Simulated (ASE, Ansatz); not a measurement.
# Random cubic perovskite alloy of BaHfO3 and BaTiO3 (135 atoms): geometry optimisation

Wanted: the relaxed structure of random cubic perovskite alloy of BaHfO3 and BaTiO3 (135 atoms) and its electronic structure.

Method: Kohn-Sham DFT, RPBE, PAW (set soft_2), plane waves, in Ansatz 0.2.0.

## 1. The starting structure

The cell holds 135 atoms: 27 Ba, 18 Hf, 81 O and 9 Ti. Its edges and angles: a = 12.340 Å, b = 12.340 Å, c = 12.340 Å, α = 90.0°, β = 90.0°, γ = 90.0°. It derives from BaHfO3 and BaTiO3 (cubic perovskite), repeated 3×3×3. Cubic perovskite BaHfO3, 3 x 3 x 3 conventional cells, 9 of 27 Hf sites given to Ti at random (x = 0.333), lattice by Vegard's rule (cell 4.113, 4.113, 4.113, 90, 90, 90); not relaxed, displaced by a Gaussian of 0.02 Å.

What the set-up can't give: The host structure and its lattice constant were typed by rule, without a check against the phase diagram. The Brillouin zone is sampled at Γ only, in a cell whose shortest periodic width is 12 Å. No spin–orbit coupling is included, so levels derived from the heavy atoms are approximate.

## 2. Single point at the start

The forces at the start show how far the geometry lies from a minimum of this functional.

File input.yaml:

```yaml
crystal:
  lattice:
    - [12.3399, 0.0, 0.0]
    - [0.0, 12.3399, 0.0]
    - [0.0, 0.0, 12.3399]
  atoms:
    - { symbol: Ba, position: [0.00142, 0.99953, 0.99587] }
    - { symbol: Hf, position: [0.16601, 0.16829, 0.16568] }
    - { symbol: O, position: [0.16468, 0.16623, 0.9997] }
    - { symbol: O, position: [0.00107, 0.16818, 0.16916] }
    - { symbol: O, position: [0.16414, 0.00033, 0.16819] }
    - { symbol: Ba, position: [0.99925, 0.00047, 0.33292] }
    - { symbol: Ti, position: [0.16795, 0.16686, 0.49902] }
    - { symbol: O, position: [0.16666, 0.16699, 0.33229] }
    - { symbol: O, position: [0.0018, 0.16597, 0.50039] }
    - { symbol: O, position: [0.16569, 0.99993, 0.50089] }
    - { symbol: Ba, position: [0.99769, 0.00088, 0.66662] }
    - { symbol: Hf, position: [0.16593, 0.16401, 0.83253] }
    - { symbol: O, position: [0.16866, 0.16742, 0.66622] }
    - { symbol: O, position: [0.99593, 0.16716, 0.83326] }
    - { symbol: O, position: [0.16496, 0.99844, 0.8329] }
    - { symbol: Ba, position: [0.99995, 0.33482, 0.99875] }
    - { symbol: Ti, position: [0.16738, 0.50152, 0.16691] }
    - { symbol: O, position: [0.16678, 0.50024, 0.00193] }
    - { symbol: O, position: [0.00356, 0.4998, 0.16301] }
    - { symbol: O, position: [0.16731, 0.33097, 0.16697] }
    - { symbol: Ba, position: [0.00044, 0.33266, 0.33284] }
    - { symbol: Hf, position: [0.16712, 0.49932, 0.49838] }
    - { symbol: O, position: [0.16674, 0.50062, 0.33139] }
    - { symbol: O, position: [0.99976, 0.49634, 0.50073] }
    - { symbol: O, position: [0.16362, 0.33144, 0.50061] }
    - { symbol: Ba, position: [0.99778, 0.33507, 0.66656] }
    - { symbol: Hf, position: [0.16481, 0.49921, 0.83246] }
    - { symbol: O, position: [0.16869, 0.49887, 0.66766] }
    - { symbol: O, position: [0.0035, 0.5003, 0.83268] }
    - { symbol: O, position: [0.16559, 0.33083, 0.83228] }
    - { symbol: Ba, position: [0.99942, 0.666, 0.99822] }
    - { symbol: Ti, position: [0.16421, 0.83564, 0.16696] }
    [... 97 atom lines left out ...]
    - { symbol: O, position: [0.83083, 0.66755, 0.50097] }
    - { symbol: Ba, position: [0.66672, 0.66903, 0.66563] }
    - { symbol: Hf, position: [0.83182, 0.83275, 0.83247] }
    - { symbol: O, position: [0.83194, 0.83227, 0.66599] }
    - { symbol: O, position: [0.6681, 0.83021, 0.8316] }
    - { symbol: O, position: [0.83265, 0.6647, 0.83253] }
kpoints:
  mp_grid: { grid: [1, 1, 1] }
hamiltonian:
  xc: rpbe
scf:
  occupations: { method: fixed }
output:
  forces: true
  stress: true
  populations: true
  dos:
    method: { smearing: { sigma: 0.08 } }
    de: 0.1
    projected: { site_lists: { Ba: [Ba], Hf: [Hf], O: [O], Ti: [Ti] } }
  eigenvalues: true
```

Started as:

```console
ansatz run input.yaml --threads 4 --pin off --max-ram 8192MiB --backend cpu --events-out ev --progress --plain --runs-dir out
```

Standard output:

```text
Engine: ansatz 0.2.0, aarch64-unknown-linux-gnu
Pseudopotentials: kind: paw
Pseudopotential: Ba, paw, valence charge 10, recommended cutoff 420 eV (normal), Ba.paw.azcp
Pseudopotential: Hf, paw, valence charge 26, recommended cutoff 420 eV (normal), Hf.paw.azcp
Pseudopotential: O, paw, valence charge 6, recommended cutoff 420 eV (normal), O.paw.azcp
Pseudopotential: Ti, paw, valence charge 12, recommended cutoff 420 eV (normal), Ti.paw.azcp
Functional definition: RPBE
  parameter kappa = 0.804
  parameter beta = 0.066725
  exchange = rpbe_x(kappa = kappa, mu = beta*pi^2/3)
  correlation = pbe_c(beta = beta)
Crystal: 135 atoms, lattice volume = 1879.035 Å³
Basis set: ecut = 420 eV, 36785 PW (Γ), exchange–correlation on 180×180×180 points (8 copies of the dense FFT grid, shifted against one another)
Bands: 801, of which v1, the nominal top of the filled ones, is band 666 counted from 1 (665 counted from 0)
Symmetry: 1 space group operations
Space group: P1 (ITA 1), of the structure as read, at distance tolerance 1.2e-4 Å
k-points: 1
Non-local potential: Ba, projectors of the file, l = 0: 3, l = 1: 2, l = 2: 2, l = 3: 2
Non-local potential: Hf, projectors of the file, l = 0: 3, l = 1: 2, l = 2: 2, l = 3: 3
Non-local potential: O, projectors of the file, l = 0: 2, l = 1: 2, l = 2: 1
Non-local potential: Ti, projectors of the file, l = 0: 3, l = 1: 2, l = 2: 3, l = 3: 1
PAW form: soft (Blöchl's): semilocal exchange-correlation on the pseudo side does not see the compensation charge
PAW frozen core: Ba, regenerated for the run's functional, and the local potential with it (the file was generated under x = pbe(κ = 0.804, μ = 0.219515), c = pbe(β = 0.066725))
PAW frozen core: Hf, regenerated for the run's functional, and the local potential with it (the file was generated under x = pbe(κ = 0.804, μ = 0.219515), c = pbe(β = 0.066725))
PAW frozen core: O, regenerated for the run's functional, and the local potential with it (the file was generated under x = pbe(κ = 0.804, μ = 0.219515), c = pbe(β = 0.066725))
PAW frozen core: Ti, regenerated for the run's functional, and the local potential with it (the file was generated under x = pbe(κ = 0.804, μ = 0.219515), c = pbe(β = 0.066725))
PAW one-centre angular grid: Ba, 194 points (default); XC on 64 Gauss nodes
PAW one-centre angular grid: Hf, 590 points (default); XC on 64 Gauss nodes
PAW one-centre angular grid: O, 110 points (default); XC on 64 Gauss nodes
PAW one-centre angular grid: Ti, 590 points (default); XC on 64 Gauss nodes
Initial density: superposition of atomic densities (neutral atoms: chi_scale 0, normalization atom), corrected by the library's trained network
Initial wavefunctions: pseudopotential atomic-orbital guess
Functional: x = rpbe, c = pbe(β = 0.066725)
SCF iter   1: F=—  HF=-512970.021414 eV  |F-HF|=—  |Δ(HF+E_count)|=         —  Δρ=5.35e-3  dr2=8.30e-1  ethr=1.77e-3  ⟨swp⟩=5.0  Hψ=2460  notcnv=0  defer=132
preconditioner: auto → Resta (q_TF=auto, 2.576 Å⁻¹)  ε∞=4.8  [insulator: Δε(μ)=2.498 eV  Ē_g=15.406 eV  n_scr=514 (ndim 8)  ℏωp=30.0 eV  f_vac=0.003  ε∞_Penn≈4.8]
SCF iter   2: F=—  HF=-512969.926511 eV  |F-HF|=—  |Δ(HF+E_count)|=   9.49e-2  Δρ=3.54e-3  dr2=1.83e-1  ethr=6.23e-5  ⟨swp⟩=3.0  Hψ=1598  notcnv=0  defer=133
SCF iter   3: F=—  HF=-512969.902788 eV  |F-HF|=—  |Δ(HF+E_count)|=   2.37e-2  Δρ=1.40e-3  dr2=3.06e-2  ethr=1.37e-5  ⟨swp⟩=3.0  Hψ=1330  notcnv=0  defer=133
SCF iter   4: F=—  HF=-512969.905451 eV  |F-HF|=—  |Δ(HF+E_count)|=   2.66e-3  Δρ=6.55e-4  dr2=9.01e-3  ethr=2.30e-6  ⟨swp⟩=2.0  Hψ=1325  notcnv=0  defer=133
SCF iter   5: F=—  HF=-512969.905017 eV  |F-HF|=—  |Δ(HF+E_count)|=   4.34e-4  Δρ=1.61e-4  dr2=5.52e-4  ethr=6.77e-7  ⟨swp⟩=2.0  Hψ=1323  notcnv=0  defer=133
SCF iter   6: F=—  HF=-512969.905360 eV  |F-HF|=—  |Δ(HF+E_count)|=   3.43e-4  Δρ=1.23e-4  dr2=2.85e-4  ethr=4.14e-8  ⟨swp⟩=2.0  Hψ=1343  notcnv=0  defer=128
SCF iter   7: F=—  HF=-512969.905469 eV  |F-HF|=—  |Δ(HF+E_count)|=   1.09e-4  Δρ=3.83e-5  dr2=2.99e-5  ethr=2.14e-8  ⟨swp⟩=2.0  Hψ=1322  notcnv=0  defer=126
SCF iter   8: F=—  HF=-512969.909553 eV  |F-HF|=—  |Δ(HF+E_count)|=   4.08e-3  Δρ=2.52e-5  dr2=9.27e-6  ethr=2.24e-9  ⟨swp⟩=3.0  Hψ=1470  notcnv=0  defer=126
SCF iter   9: F=—  HF=-512969.909558 eV  |F-HF|=—  |Δ(HF+E_count)|=   5.03e-6  Δρ=1.08e-5  dr2=1.36e-6  ethr=6.96e-10  ⟨swp⟩=2.0  Hψ=1341  notcnv=0  defer=126
SCF iter  10: F=—  HF=-512969.909559 eV  |F-HF|=—  |Δ(HF+E_count)|=   1.68e-6  Δρ=5.07e-6  dr2=4.55e-7  ethr=1.02e-10  ⟨swp⟩=2.0  Hψ=1337  notcnv=0  defer=126
SCF iter  11: F=—  HF=-512969.909560 eV  |F-HF|=—  |Δ(HF+E_count)|=   1.40e-7  Δρ=3.86e-6  dr2=3.01e-7  ethr=3.42e-11  ⟨swp⟩=2.0  Hψ=1323  notcnv=0  defer=126
SCF iter  12: F=-512969.909560 eV  HF=-512969.909560 eV  |F-HF|=8.15e-9  |Δ(HF+E_count)|=   2.10e-8  Δρ=9.17e-7  dr2=1.10e-8  ethr=7.51e-12  ⟨swp⟩=16.0  Hψ=5316  notcnv=0
SCF 1 converged in 12 iterations: F = -512969.909560 eV  dr2 = 1.10e-8
  greatest PAW one-centre occupation: 0.999 electrons in one spin orbital (limit 2), on the Hf atom at site 126 (counted from 0), in its partial waves of l = 0
SCF converged after 12 iterations
Free energy (F): -512969.909560 eV
Harris-Foulkes:  -512969.909560 eV  (|F-HF|=8.15e-9)
Internal energy: -512969.909560 eV  (E = F + TS)
E sigma→0 (E₀):  -512969.909560 eV
Fermi energy:    11.341140 eV
--- Per-component energies (eV) ---
  E_band       = -1839.491214
  E_kinetic    = 28950.587023
  E_local      = -168167.280400  (includes V_loc(G=0)·N_el)
  E_nonlocal   = -17037.790332
  E_hartree    = 75709.243321
  E_xc         = -16955.379588
  E_vxc        = -17338.297432  (∫ρ·V_xc dr)
  E_paw        = -288624.677858  (= ΣΔE_a)
  E_vpaw       = 20334.617833  (= ΣTr[D̂ρ^β])
  E_aug_tail   = 0.200195  (compensation charges beyond the density's cutoff)
  E_ewald      = -126837.952326
  E_core_change = -6.859594  (= ΣΔE_core)
  E_smearing   = -0.000000  (= −TS)
  E_closure    = -0.000000  (closes the sum)
  Σ components = -512969.909560   (vs F -512969.909560, Δ=0.00e0)
--- Forces (eV/Å), atoms counted from 1 ---
  atom   1  Ba     0.15512488    -0.17235102     0.17480781
  atom   2  Hf     0.22132411    -0.23898703     0.01788048
  atom   3  O      0.00133323    -0.10789491    -0.14434110
  atom   4  O     -0.54666342    -0.06907291     0.00823884
  atom   5  O      0.12833897    -2.08379221    -0.06225385
  atom   6  Ba     0.12786421     0.14745422     0.37334593
  atom   7  Ti    -0.69966181     0.02756509     0.19960757
  atom   8  O      0.18026935    -0.07155818     2.03683190
  atom   9  O      0.05608152     0.09649231     0.03952647
  atom  10  O      0.21103139     1.65797767    -0.05660698
  atom  11  Ba     0.32959377     0.14990773    -0.31079623
  atom  12  Hf     0.26084583     0.27009676    -0.12491357
  atom  13  O     -0.07934819    -0.11008000    -1.61327691
  atom  14  O      1.29430695    -0.11504481    -0.10375051
[...]
atom 134  O     -1.93391704     0.30862173    -0.05723692
  atom 135  O      0.21979893    -1.62665192    -0.05614519
  max |Σ_I F_I| component: 5.49e-5 eV/Å
--- Stress (GPa, compression-positive) ---
        9.136073       0.023557      -0.011302
        0.023557       8.838538       0.018730
       -0.011302       0.018730       8.694140
  P = ⅓ Tr σ = 8.8896 GPa (88.896 kbar)
--- Band table (eV) ---
  k-point 0: bands = ["-48.9082", "-48.7295", "-48.6129", "-48.5394", [... 785 levels ...], "18.7787", "18.8328", "18.8447", "18.8668", "18.9089", "18.9725", "18.9863", "19.0239", "19.0278", "19.0490", "19.0804", "19.0995"]
--- Löwdin populations: 135 sites ---
  site symbol       q [e]
     0     Ba      8.1909
     1     Hf     24.8632
     2      O      6.8689
[...]
134      O      6.8802
  spilling = 0.007271 (of n_electrons = 1332.000000)
```

Wall time 3.2 min (4 threads of Arm Neoverse N1, shared host); peak memory 3.9 GiB.

The run gave:

- free energy: -512969.9096 eV
- free energy per atom: -3799.7771 eV/atom
- SCF cycles: 12
- pressure: 8.89 GPa
- r.m.s. force component: 0.6118 eV/Å
- longest force: 2.544 eV/Å
- Fermi energy: 11.34 eV
- gap (highest filled to lowest empty level): 2.306 eV
- spilling of the projection: 0.007271

The r.m.s. force component of 0.61 eV/Å and the pressure of 8.9 GPa set the starting point.

Length of the force by element and coordination:

```
element  coordination  atoms  mean length of the force (eV/Å)  spread   least   most
     Ba           all     27                            0.349   0.138   0.125  0.561
     Hf           all     18                            0.733   0.377   0.208   1.64
      O           all     81                             1.07   0.705  0.0433   2.54
     Ti           all      9                            0.542   0.225   0.185  0.826
```

## 3. Relaxation

The atoms are relaxed in the fixed cell, aiming at the force tolerance of the input.

input.yaml, the sections that differ from step 2:

```yaml
output:
  forces: true
relax:
  f_tol: 0.05
  max_steps: 102
# crystal, kpoints, hamiltonian, scf: as in step 2
```

Standard output:

```text
[...]
Crystal: 135 atoms, lattice volume = 1879.035 Å³
Basis set: ecut = 420 eV, 36785 PW (Γ), exchange–correlation on 180×180×180 points (8 copies of the dense FFT grid, shifted against one another)
Bands: 801, of which v1, the nominal top of the filled ones, is band 666 counted from 1 (665 counted from 0)
Symmetry: 1 space group operations
[...]
k-points: 1
[...]
SCF iter   1: F=—  HF=-512970.014030 eV  |F-HF|=—  |Δ(HF+E_count)|=         —  Δρ=5.41e-3  dr2=8.43e-1  ethr=1.77e-3  ⟨swp⟩=4.0  Hψ=2469  notcnv=0  defer=124
[...]
SCF iter   7: F=-512969.909540 eV  HF=-512969.909538 eV  |F-HF|=2.84e-6  |Δ(HF+E_count)|=   4.41e-5  Δρ=3.88e-5  dr2=2.96e-5  ethr=4.69e-9  ⟨swp⟩=4.0  Hψ=2711  notcnv=0
SCF 1 converged in 7 iterations: F = -512969.909540 eV  dr2 = 2.96e-5
[...]
relax step   1: F+E_penalty+E_count = -512969.90954047 eV  Δ(F+E_penalty+E_count) = +0.000e0 eV  max|allowed force component| = 2.543e0 eV/Å  Δτ_max = 0.0000 Å  (7 SCF iters, dr2 threshold 6.25e-5 eV, accepted)
[...]
relax step   2: F+E_penalty+E_count = -512971.67525990 eV  Δ(F+E_penalty+E_count) = -1.766e0 eV  max|allowed force component| = 1.228e0 eV/Å  Δτ_max = 0.1954 Å  (9 SCF iters, dr2 threshold 1.00e-4 eV, accepted)
[...]
relax step   3: F+E_penalty+E_count = -512972.66534251 eV  Δ(F+E_penalty+E_count) = -9.901e-1 eV  max|allowed force component| = 1.623e0 eV/Å  Δτ_max = 0.2000 Å  (8 SCF iters, dr2 threshold 9.43e-5 eV, accepted)
relax step   4: F+E_penalty+E_count = -512973.21286267 eV  Δ(F+E_penalty+E_count) = -5.475e-1 eV  max|allowed force component| = 1.926e-1 eV/Å  Δτ_max = 0.0928 Å  (8 SCF iters, dr2 threshold 1.00e-4 eV, accepted)
[...]
relax step   5: F+E_penalty+E_count = -512973.25100746 eV  Δ(F+E_penalty+E_count) = -3.814e-2 eV  max|allowed force component| = 4.906e-2 eV/Å  Δτ_max = 0.0353 Å  (10 SCF iters, accepted)
SCF converged after 10 iterations
Free energy (F): -512973.251007 eV
[...]
Internal energy: -512973.251007 eV  (E = F + TS)
E sigma→0 (E₀):  -512973.251007 eV
Fermi energy:    11.248785 eV
[...]
--- Forces (eV/Å), atoms counted from 1 ---
  atom   1  Ba     0.00597954    -0.00615025     0.00676207
  atom   2  Hf     0.00021733    -0.04105011     0.00822403
  atom   3  O     -0.00870248     0.00895534     0.01144191
  atom   4  O      0.00168454     0.00171415    -0.00779106
  atom   5  O     -0.00659841     0.00274719    -0.00391763
  atom   6  Ba    -0.00480124     0.00306401     0.00715749
  atom   7  Ti     0.00056886    -0.00565458    -0.00386814
  atom   8  O     -0.00879061    -0.00008778    -0.00486034
  atom   9  O      0.00222271     0.00071060    -0.00204551
  atom  10  O     -0.00602616    -0.00525425     0.00691617
  atom  11  Ba     0.00133180     0.00563936    -0.00713576
  atom  12  Hf     0.00505655     0.00016121    -0.01361635
  atom  13  O     -0.00102038    -0.00104213     0.01531577
  atom  14  O     -0.00430103     0.00137022     0.00746461
[...]
atom 134  O      0.01855356     0.00201598     0.00338492
  atom 135  O     -0.00464059     0.00465883     0.00270715
  max |Σ_I F_I| component: 1.89e-4 eV/Å
--- Relaxed structure (5 steps of the walk, 5 accepted, 0 SCFs on fresh bases) ---
  F+E_penalty+E_count = -512973.25100746 eV   max|allowed force component| = 4.906e-2 eV/Å
  atoms:
    - { symbol: Ba, position: [0.00021318, 0.999654, 0.998354] }
    - { symbol: Hf, position: [0.165767, 0.172246, 0.167982] }
    - { symbol: O, position: [0.167502, 0.161663, 1.000507] }
    - { symbol: O, position: [0.0011337, 0.161852, 0.170831] }
[...]
- { symbol: O, position: [0.836423, 0.661207, 0.831990] }
```

The job ended after 7.9 min (4 threads; peak memory 3.7 GiB; 31 min of CPU time).

Step by step:

```csv
step,energy less that of the first step (eV),largest force component (eV/Å)
1,0.0000,2.5426
2,-1.7657,1.2285
3,-2.7558,1.6232
4,-3.3033,0.1926
5,-3.3415,0.0491
```

The atoms that moved most (Å):

| atom | dx | dy | dz | length |
| --- | --- | --- | --- | --- |
| Ti87 | -0.121 | -0.018 | 0.086 | 0.149 |
| Ti42 | -0.105 | 0.042 | -0.085 | 0.142 |
| Ti77 | -0.119 | 0.029 | 0.046 | 0.131 |
| O44 | 0.102 | -0.070 | 0.035 | 0.129 |
| O5 | 0.060 | -0.104 | 0.014 | 0.121 |
| O34 | 0.118 | -0.020 | -0.008 | 0.120 |
| O123 | 0.114 | -0.017 | 0.017 | 0.116 |
| Ti7 | -0.113 | 0.026 | 0.005 | 0.116 |

The relaxation changed the energy by -24.8 meV/atom, and atoms moved by 0.072 Å r.m.s., 0.15 Å at most.

## 4. Distances and neighbours after relaxation

Bonds before and after, by the cutoffs listed below:

```csv
pair,bonds before,bonds after,mean before (Å),mean after (Å),spread before (Å),spread after (Å)
O-Ba,324,324,2.909,2.910,0.026,0.057
O-Hf,108,108,2.061,2.084,0.027,0.045
O-Ti,54,54,2.049,2.008,0.033,0.112
```

Density 7.64 g/cm³, 13.92 Å³ an atom.

g(r), total and by pair (bins of 0.2 Å):

| r (Å) | total | O-O | O-Ba | O-Hf | O-Ti | Ba-Ba | Ba-Hf |
| --- | --- | --- | --- | --- | --- | --- | --- |
| 1.80 | 0.23 | 0.00 | 0.00 | 0.00 | 2.94 | 0.00 | 0.00 |
| 2.00 | 2.19 | 0.00 | 0.00 | 9.38 | 8.56 | 0.00 | 0.00 |
| 2.20 | 0.72 | 0.00 | 0.00 | 3.34 | 2.35 | 0.00 | 0.00 |
| 2.40 | 0.00 | 0.00 | 0.00 | 0.00 | 0.00 | 0.00 | 0.00 |
| 2.60 | 0.00 | 0.00 | 0.00 | 0.00 | 0.00 | 0.00 | 0.00 |
| 2.80 | 2.71 | 3.35 | 6.29 | 0.00 | 0.00 | 0.00 | 0.00 |
| 3.00 | 3.57 | 5.37 | 6.79 | 0.00 | 0.00 | 0.00 | 0.00 |
| 3.20 | 0.00 | 0.00 | 0.00 | 0.00 | 0.00 | 0.00 | 0.00 |
| 3.40 | 0.15 | 0.00 | 0.00 | 0.00 | 0.00 | 0.00 | 0.77 |
| 3.60 | 1.25 | 0.00 | 0.00 | 0.00 | 0.00 | 0.00 | 16.59 |
| 3.80 | 0.00 | 0.00 | 0.00 | 0.00 | 0.00 | 0.00 | 0.00 |
| 4.00 | 0.71 | 1.13 | 0.00 | 0.00 | 0.00 | 3.86 | 0.00 |
| 4.20 | 1.25 | 2.15 | 0.00 | 0.00 | 0.00 | 5.96 | 0.00 |
| 4.40 | 0.27 | 0.00 | 0.00 | 0.61 | 2.13 | 0.00 | 0.00 |
| 4.60 | 2.08 | 0.00 | 0.00 | 9.60 | 6.92 | 0.00 | 0.00 |
| 4.80 | 0.24 | 0.00 | 0.33 | 0.28 | 1.46 | 0.00 | 0.00 |
| 5.00 | 3.46 | 5.24 | 6.55 | 0.00 | 0.00 | 0.00 | 0.00 |
| 5.20 | 0.65 | 0.58 | 1.85 | 0.00 | 0.00 | 0.00 | 0.00 |
| 5.40 | 0.00 | 0.00 | 0.00 | 0.00 | 0.00 | 0.00 | 0.00 |
| 5.60 | 0.04 | 0.06 | 0.00 | 0.00 | 0.00 | 0.26 | 0.00 |
| 5.80 | 1.80 | 3.03 | 0.00 | 0.00 | 0.00 | 9.06 | 0.00 |
| 6.00 | 0.41 | 0.19 | 0.00 | 1.02 | 1.62 | 0.53 | 0.00 |
| 6.20 | 1.39 | 0.00 | 0.00 | 6.15 | 5.05 | 0.00 | 0.00 |
| 6.40 | 1.27 | 1.73 | 2.46 | 0.12 | 0.59 | 0.00 | 0.00 |
| 6.60 | 1.31 | 1.76 | 2.78 | 0.00 | 0.00 | 0.00 | 0.00 |
| 6.80 | 1.06 | 0.00 | 0.00 | 0.00 | 0.00 | 0.00 | 13.92 |
| 7.00 | 0.36 | 0.50 | 0.00 | 0.00 | 0.00 | 1.48 | 0.38 |
| 7.20 | 0.64 | 0.96 | 0.00 | 0.11 | 0.54 | 2.88 | 0.00 |

Bonds by pair of elements; cutoffs follow the first minimum of g(r), held within bounds set by covalent radii, and pairs that aren't listed don't count as bonded:

```csv
pair A-B,cutoff (Å),bonds,mean length (Å),spread (Å),shortest (Å),B about A,A about B
O-Ba,3.43,324,2.91,0.057,2.76,4,12
O-Hf,2.58,108,2.08,0.045,2.00,1.33,6
O-Ti,2.62,54,2.01,0.112,1.84,0.667,6
```

How many atoms have how many bonded neighbours:

| element | mean | 6 | 12 |
| --- | --- | --- | --- |
| Ba | 12 | 0 | 27 |
| Hf | 6 | 18 | 0 |
| O | 6 | 81 | 0 |
| Ti | 6 | 9 | 0 |

Bond angles (no mean is given where the spread exceeds 20°):

```csv
angle,count,mean (°),spread (°)
Ba-O-Ba,486,-,-
Ba-O-Hf,432,89.6,1.9
O-Hf-O,270,-,-
Ba-O-Ti,216,90.8,2.8
O-Ti-O,135,-,-
```

First main peaks of g(r), for some of the pairs, lie near 2.91 Å (O-O), 2.91 Å (O-Ba), 2.08 Å (O-Hf), 1.97 Å (O-Ti), 4.11 Å (Ba-Ba) and 3.57 Å (Ba-Hf). By these cutoffs all Ba atoms have 12, all Hf atoms have 6, all O atoms have 6 and all Ti atoms have 6 bonded neighbours.

(Continued in part 2 of 2.)

[Long decimals in the printed logs are rounded to 6 places.]

[Logs are printed without paths, hosts, clocks, repeated set-up lines and the standing remarks that a program may print on its own settings, such as how far it seeks lower states.]

[Hosts, paths, dates, database ids (printed as entryN), source tags and the programs' standing remarks are cut or masked in the printed files.]

[A walk said to have stopped at its limit may instead have ended on an SCF cycle that didn't converge.]
